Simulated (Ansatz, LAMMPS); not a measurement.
# A frame of amorphous polycarbonate of ethylene (as short chains C26O24H38) from 300 K (176 atoms) under strain, part 2 of 2

Aim: relax a frame of amorphous polycarbonate of ethylene (as short chains C26O24H38) from 300 K (176 atoms), then change its volume to read the bulk modulus from the stress.

Ansatz 0.2.0; Kohn-Sham DFT, r2SCAN+D4, PAW (set soft_2), plane waves.

The cell: 52 C, 48 O and 76 H. The network of contacts between molecules at the start is that of the classical potential that made the cell. Sampling is at Γ alone.

So far. Step 2 (Single point at the start): The r.m.s. force at the start is 1.0 eV/Å. Step 3 (Cell and atoms relaxed): The relaxation converged after 24 steps, with a largest force component of 0.036 eV/Å.

## (4) Single point at the relaxed geometry

One more single point at the end of the walk gives the fuller output and checks the residual forces.

Contents of input.yaml:

```yaml
crystal:
  lattice:
    - [11.376, 0.20409, 0.2044]
    - [0.20409, 12.43418, 0.33445]
    - [0.2044, 0.33445, 12.23313]
  atoms:
    - { symbol: C, position: [0.93837, 0.38925, 0.43638] }
    - { symbol: O, position: [0.85769, 0.447, 0.50726] }
    - { symbol: C, position: [0.87475, 0.43114, 0.61428] }
    - { symbol: O, position: [0.95515, 0.38061, 0.65632] }
    - { symbol: O, position: [0.78603, 0.48253, 0.66639] }
    - { symbol: C, position: [0.77956, 0.46217, 0.78263] }
    [... 164 atom lines left out ...]
    - { symbol: H, position: [0.0059, 0.40414, 0.09575] }
    - { symbol: H, position: [0.95012, 0.18817, 0.00625] }
    - { symbol: H, position: [0.85159, 0.299, 0.00013] }
    - { symbol: H, position: [0.80465, 0.16991, 0.15712] }
    - { symbol: H, position: [0.94009, 0.19089, 0.21474] }
    - { symbol: H, position: [0.83494, 0.2985, 0.20284] }
kpoints:
  mp_grid: { grid: [1, 1, 1] }
hamiltonian:
  xc: r2scan
  dispersion: d4
scf:
  occupations: { method: fixed }
output:
  forces: true
  stress: true
  populations: true
  dos:
    method: { smearing: { sigma: 0.15 } }
    de: 0.1
    projected: { site_lists: { C: [C], H: [H], O: [O] } }
  eigenvalues: true
  write_density: true
  write_potential: true
  volumetric_format: npy
```

Run with:

```bash
ansatz run input.yaml --threads 4 --pin off --max-ram 8192MiB --backend cpu --events-out ev --progress --plain --runs-dir out
```

Numbers of over 12 decimals in the logs are rounded to 6 here.

Log:

```text
[...]
Crystal: 176 atoms, lattice volume = 1728.118 Å³
Basis set: ecut = 500 eV, 43867 PW (Γ), exchange–correlation on 360×384×360 points (64 copies of the dense FFT grid, shifted against one another)
Bands: 462, of which v1, the nominal top of the filled ones, is band 286 counted from 1 (285 counted from 0)
Symmetry: 1 space group operations
[...]
k-points: 1
[...]
SCF iter   1: F=—  HF=-41572.755211 eV  |F-HF|=—  |Δ(HF+E_count)|=         —  Δρ=9.00e-3  dr2=1.47e0  dr2_τ=1.61e1  ethr=1.77e-3  ⟨swp⟩=5.0  Hψ=1603  notcnv=0  defer=173
[...]
SCF iter  11: F=-41571.510906 eV  HF=-41571.510906 eV  |F-HF|=2.92e-8  |Δ(HF+E_count)|=   1.46e-7  Δρ=8.91e-7  dr2=1.47e-8  dr2_τ=1.84e-9  ethr=1.75e-11  ⟨swp⟩=9.0  Hψ=2756  notcnv=0
SCF 1 converged in 11 iterations: F = -41571.510906 eV  dr2 = 1.47e-8
[...]
WARN: The input density's exchange-correlation potential varies sharply where the density is thin. Do not read a vacuum level from v_tot or v_xc, or from such a field of the output density. On a cell that repeats whose density bears no net charge and no dipole along the vacuum's axis use v_es (v_loc + v_h of the components); [...]
SCF converged after 11 iterations
Free energy (F): -41571.510906 eV
[...]
Internal energy: -41571.510906 eV  (E = F + TS)
E sigma→0 (E₀):  -41571.510906 eV
Fermi energy:    -0.785483 eV
[...]
--- Forces (eV/Å), atoms counted from 1 ---
  atom   1  C      0.00133686    -0.00759398     0.00534029
  atom   2  O     -0.00485941    -0.00538132    -0.00238671
  atom   3  C      0.00583611     0.00344067    -0.00968529
  atom   4  O     -0.00423856     0.00230701     0.00523477
  atom   5  O      0.00463418    -0.00406241     0.00234826
  atom   6  C      0.01510798     0.01689176     0.00357169
  atom   7  C     -0.01809553    -0.00830009    -0.00350365
  atom   8  O     -0.00459493    -0.01219169    -0.00294468
  atom   9  C      0.02557325     0.03693213     0.00795952
  atom  10  O     -0.00518821    -0.02264428     0.00265686
  atom  11  O     -0.01320971     0.00334202    -0.00900334
  atom  12  C      0.00475059    -0.00300390    -0.00083524
  atom  13  C     -0.00738125     0.00590975     0.00378387
  atom  14  O     -0.00771133     0.00405448     0.00162418
[...]
atom 175  H     -0.00297460     0.00326557    -0.00231973
  atom 176  H      0.00563168    -0.00107347     0.00180658
  max |Σ_I F_I| component: 2.46e-4 eV/Å
--- Stress (GPa, compression-positive) ---
       -0.014741      -0.000476      -0.007799
       -0.000476      -0.010972       0.007400
       -0.007800       0.007400       0.000963
  P = ⅓ Tr σ = -0.0083 GPa (-0.083 kbar)
--- Band table (eV) ---
[...]
--- Löwdin populations: 176 sites ---
  site symbol       q [e]
     0      C      4.2144
     1      O      6.2972
     2      C      3.2452
[...]
175      H      0.8226
  spilling = 0.012965 (of n_electrons = 572.000000)
```

Elapsed: 86 s, on 4 threads of Arm Neoverse V2, shared host; peak memory 5 GiB.

The program notes that the exchange-correlation potential is rough where the density is thin.

Read from the output:

- free energy: -41571.5109 eV
- free energy per atom: -236.2018 eV/atom
- SCF cycles: 11
- pressure: -0.00825 GPa
- r.m.s. force component: 0.00766 eV/Å
- longest force: 0.04562 eV/Å
- Fermi energy: -0.7855 eV
- gap (highest filled to lowest empty level): 6.268 eV
- spilling of the projection: 0.01297

## (5) Volume -3 %

The relaxed cell is scaled evenly and the atoms are relaxed again; the stress at the end gives one point of P(V).

input.yaml, the sections that differ from step 4:

```yaml
crystal:
  lattice:
    - [11.26108, 0.20203, 0.20234]
    - [0.20203, 12.30857, 0.33107]
    - [0.20234, 0.33107, 12.10955]
  atoms:
    [... the 176 atom lines of step 4 ...]
output:
  forces: true
  eigenvalues: true
  stress: true
relax:
  f_tol: 0.05
  max_steps: 70
# kpoints, hamiltonian, scf: as in step 4
```

Log:

```text
Warning: output.stress: scf.convergence.dr2_threshold = 1e-7 eV (the SCF's general default) is looser than the 1.08e-8 eV advised for a printed stress (1e-10 eV for each atom of the cell: 176, of which 108 are counted). What an SCF threshold leaves in a stress goes as its square root, and in the free energy as the threshold itself, and one threshold admits the most on a small cell: [...]
[...]
Crystal: 176 atoms, lattice volume = 1676.273 Å³
Basis set: ecut = 500 eV, 42539 PW (Γ), exchange–correlation on 360×360×360 points (64 copies of the dense FFT grid, shifted against one another)
Bands: 462, of which v1, the nominal top of the filled ones, is band 286 counted from 1 (285 counted from 0)
Symmetry: 1 space group operations
[...]
k-points: 1
[...]
SCF iter   1: F=—  HF=-41572.154870 eV  |F-HF|=—  |Δ(HF+E_count)|=         —  Δρ=9.04e-3  dr2=1.44e0  dr2_τ=1.74e1  ethr=1.77e-3  ⟨swp⟩=5.0  Hψ=1610  notcnv=0  defer=172
[...]
SCF iter   7: F=—  HF=-41570.868089 eV  |F-HF|=—  |Δ(HF+E_count)|=   1.83e-4  Δρ=4.01e-5  dr2=2.39e-5  dr2_τ=3.01e-6  ethr=2.43e-8  ⟨swp⟩=2.0  Hψ=577  notcnv=0  defer=174
SCF iter   8: F=-41570.868106 eV  HF=-41570.868104 eV  |F-HF|=2.52e-6  |Δ(HF+E_count)|=   1.44e-5  Δρ=1.74e-5  dr2=4.89e-6  dr2_τ=6.11e-7  ethr=4.18e-9  ⟨swp⟩=15.0  Hψ=3138  notcnv=0
SCF 1 converged in 8 iterations: F = -41570.868106 eV  dr2 = 4.89e-6
[...]
relax step   1: F+E_penalty+E_count = -41570.86810627 eV  Δ(F+E_penalty+E_count) = +0.000e0 eV  max|allowed force component| = 1.148e0 eV/Å  Δτ_max = 0.0000 Å  (8 SCF iters, dr2 threshold 6.25e-5 eV, accepted)
[...]
relax step   2: F+E_penalty+E_count = -41571.39504285 eV  Δ(F+E_penalty+E_count) = -5.269e-1 eV  max|allowed force component| = 2.384e-1 eV/Å  Δτ_max = 0.0600 Å  (6 SCF iters, dr2 threshold 8.24e-5 eV, accepted)
[...]
relax step   3: F+E_penalty+E_count = -41571.45142666 eV  Δ(F+E_penalty+E_count) = -5.638e-2 eV  max|allowed force component| = 1.750e-1 eV/Å  Δτ_max = 0.0453 Å  (7 SCF iters, dr2 threshold 3.55e-6 eV, accepted)
relax step   4: F+E_penalty+E_count = -41571.21255351 eV  Δ(F+E_penalty+E_count) = +2.389e-1 eV  max|allowed force component| = 7.791e-1 eV/Å  Δτ_max = 0.2000 Å  (10 SCF iters, rejected (line search))
relax step   5: F+E_penalty+E_count = -41571.46067903 eV  Δ(F+E_penalty+E_count) = -9.252e-3 eV  max|allowed force component| = 9.707e-2 eV/Å  Δτ_max = 0.0367 Å  (10 SCF iters, accepted)
relax step   6: F+E_penalty+E_count = -41571.46469337 eV  Δ(F+E_penalty+E_count) = -4.014e-3 eV  max|allowed force component| = 3.609e-2 eV/Å  Δτ_max = 0.0136 Å  (6 SCF iters, dr2 threshold 2.90e-6 eV, accepted)
[...]
relax step   7: F+E_penalty+E_count = -41571.46469372 eV  Δ(F+E_penalty+E_count) = -3.529e-7 eV  max|allowed force component| = 3.617e-2 eV/Å  Δτ_max = 0.0000 Å  (3 SCF iters, accepted)
[...]
SCF iter   2: F=-41571.464694 eV  HF=-41571.464694 eV  |F-HF|=2.95e-8  |Δ(HF+E_count)|=   4.04e-8  Δρ=1.11e-6  dr2=2.47e-8  dr2_τ=1.00e-9  ethr=1.07e-11  ⟨swp⟩=3.0  Hψ=1005  notcnv=0
SCF 8 converged in 2 iterations: F = -41571.464694 eV  dr2 = 2.47e-8
SCF converged after 2 iterations
Free energy (F): -41571.464694 eV
[...]
Internal energy: -41571.464694 eV  (E = F + TS)
E sigma→0 (E₀):  -41571.464694 eV
Fermi energy:    -0.587036 eV
[...]
Σ components = -41571.464694   (vs F -41571.464694, Δ=0.00e0)
--- Forces (eV/Å), atoms counted from 1 ---
  atom   1  C      0.00863569    -0.00530816    -0.00690477
  atom   2  O     -0.00518638     0.00421848     0.00823536
  atom   3  C      0.00099434     0.00079132    -0.01812590
  atom   4  O     -0.00082956    -0.00044624     0.00741602
[...]
atom 176  H     -0.00293085    -0.00141344     0.00268989
  max |Σ_I F_I| component: 2.12e-4 eV/Å
--- Stress (GPa, compression-positive) ---
        0.253702      -0.021349      -0.025261
       -0.021349       0.282989       0.025751
       -0.025261       0.025751       0.355316
  P = ⅓ Tr σ = 0.2973 GPa (2.973 kbar)
--- Band table (eV) ---
[...]
--- Relaxed structure (7 steps of the walk, 6 accepted, 0 SCFs on fresh bases) ---
  F+E_penalty+E_count = -41571.46469372 eV   max|allowed force component| = 3.617e-2 eV/Å
  atoms:
    - { symbol: C, position: [0.937845, 0.387562, 0.433865] }
    - { symbol: O, position: [0.858072, 0.447302, 0.505688] }
    - { symbol: C, position: [0.876181, 0.431929, 0.613710] }
    - { symbol: O, position: [0.957731, 0.381260, 0.656004] }
[...]
- { symbol: H, position: [0.833292, 0.299932, 0.201962] }
```

The job ended after 6.8 min (4 threads; peak memory 4.8 GiB; 27 min of CPU time).

The program notes that the SCF threshold is loose for the stress.

The relaxation converged after 7 steps, 0.597 eV below its start, with a largest force component of 0.036 eV/Å.

Volume -3 %: the energy stands 0.0462 eV above that of the reference, at a pressure of 0.297 GPa.

## (6) Volume +3 %

The relaxed cell is scaled to another volume.

Input and log are left out; they have the form of those shown for this kind of step.

Elapsed: 6.2 min, on 4 threads of Arm Neoverse V2, shared host; peak memory 5.3 GiB; 25 min of CPU time.

The relaxation converged after 6 steps, 0.560 eV below its start, with a largest force component of 0.014 eV/Å.

Volume +3 %: the energy stands 0.0303 eV above that of the reference, at a pressure of -0.199 GPa.

## (7) Volume -6 %

The relaxed cell is scaled to another volume.

Input and log are left out; they have the form of those shown for this kind of step.

It took 7.8 min on 4 threads of Arm Neoverse V2, shared host; peak memory 4.7 GiB; 30 min of CPU time.

The relaxation was stopped at its limit after 8 steps, 2.51 eV below its start, with a largest force component of 0.027 eV/Å.

Volume -6 %: the energy stands 0.196 eV above that of the reference.

## (8) Pressure against volume

Atoms are relaxed at each volume, in the scaled cell.

| volume change (%) | volume (Å³/atom) | energy change (meV/atom) | pressure (GPa) | largest move on relaxing (Å) | bonds | gap (eV) |
| --- | --- | --- | --- | --- | --- | --- |
| -3 | 9.524 | 0.26 | 0.30 | 0.10 | 174 | 6.23 |
| +0 | 9.819 | 0.00 | -0.01 | - | 174 | 6.27 |
| +3 | 10.113 | 0.17 | -0.20 | 0.10 | 174 | 6.29 |

## (9) What came out

The bulk modulus, from the slope of pressure against ln V over the three points nearest the relaxed volume, is 8.28 GPa. The gap goes from 6.23 eV at the smallest volume to 6.29 eV at the largest, +1.1 eV per unit of ln V by a straight line, on the run's k-points.

Caveats: Strains are finite and relaxations stop at the force tolerance of the input, which can leave moduli too stiff; they are those of a static cell at zero temperature. Volumes are changed with the cell's shape held, so in an anisotropic solid the modulus lies over the one under free hydrostatic load. The program notes that the SCF threshold of the relaxations is loose for the stress.

The DFT runs together took 41 min of wall time.

[Logs are printed without paths, hosts, clocks, repeated set-up lines and the standing remarks that a program may print on its own settings, such as how far it seeks lower states.]

[Hosts, paths, dates, database ids (printed as entryN), source tags and the programs' standing remarks are cut or masked in the printed files.]
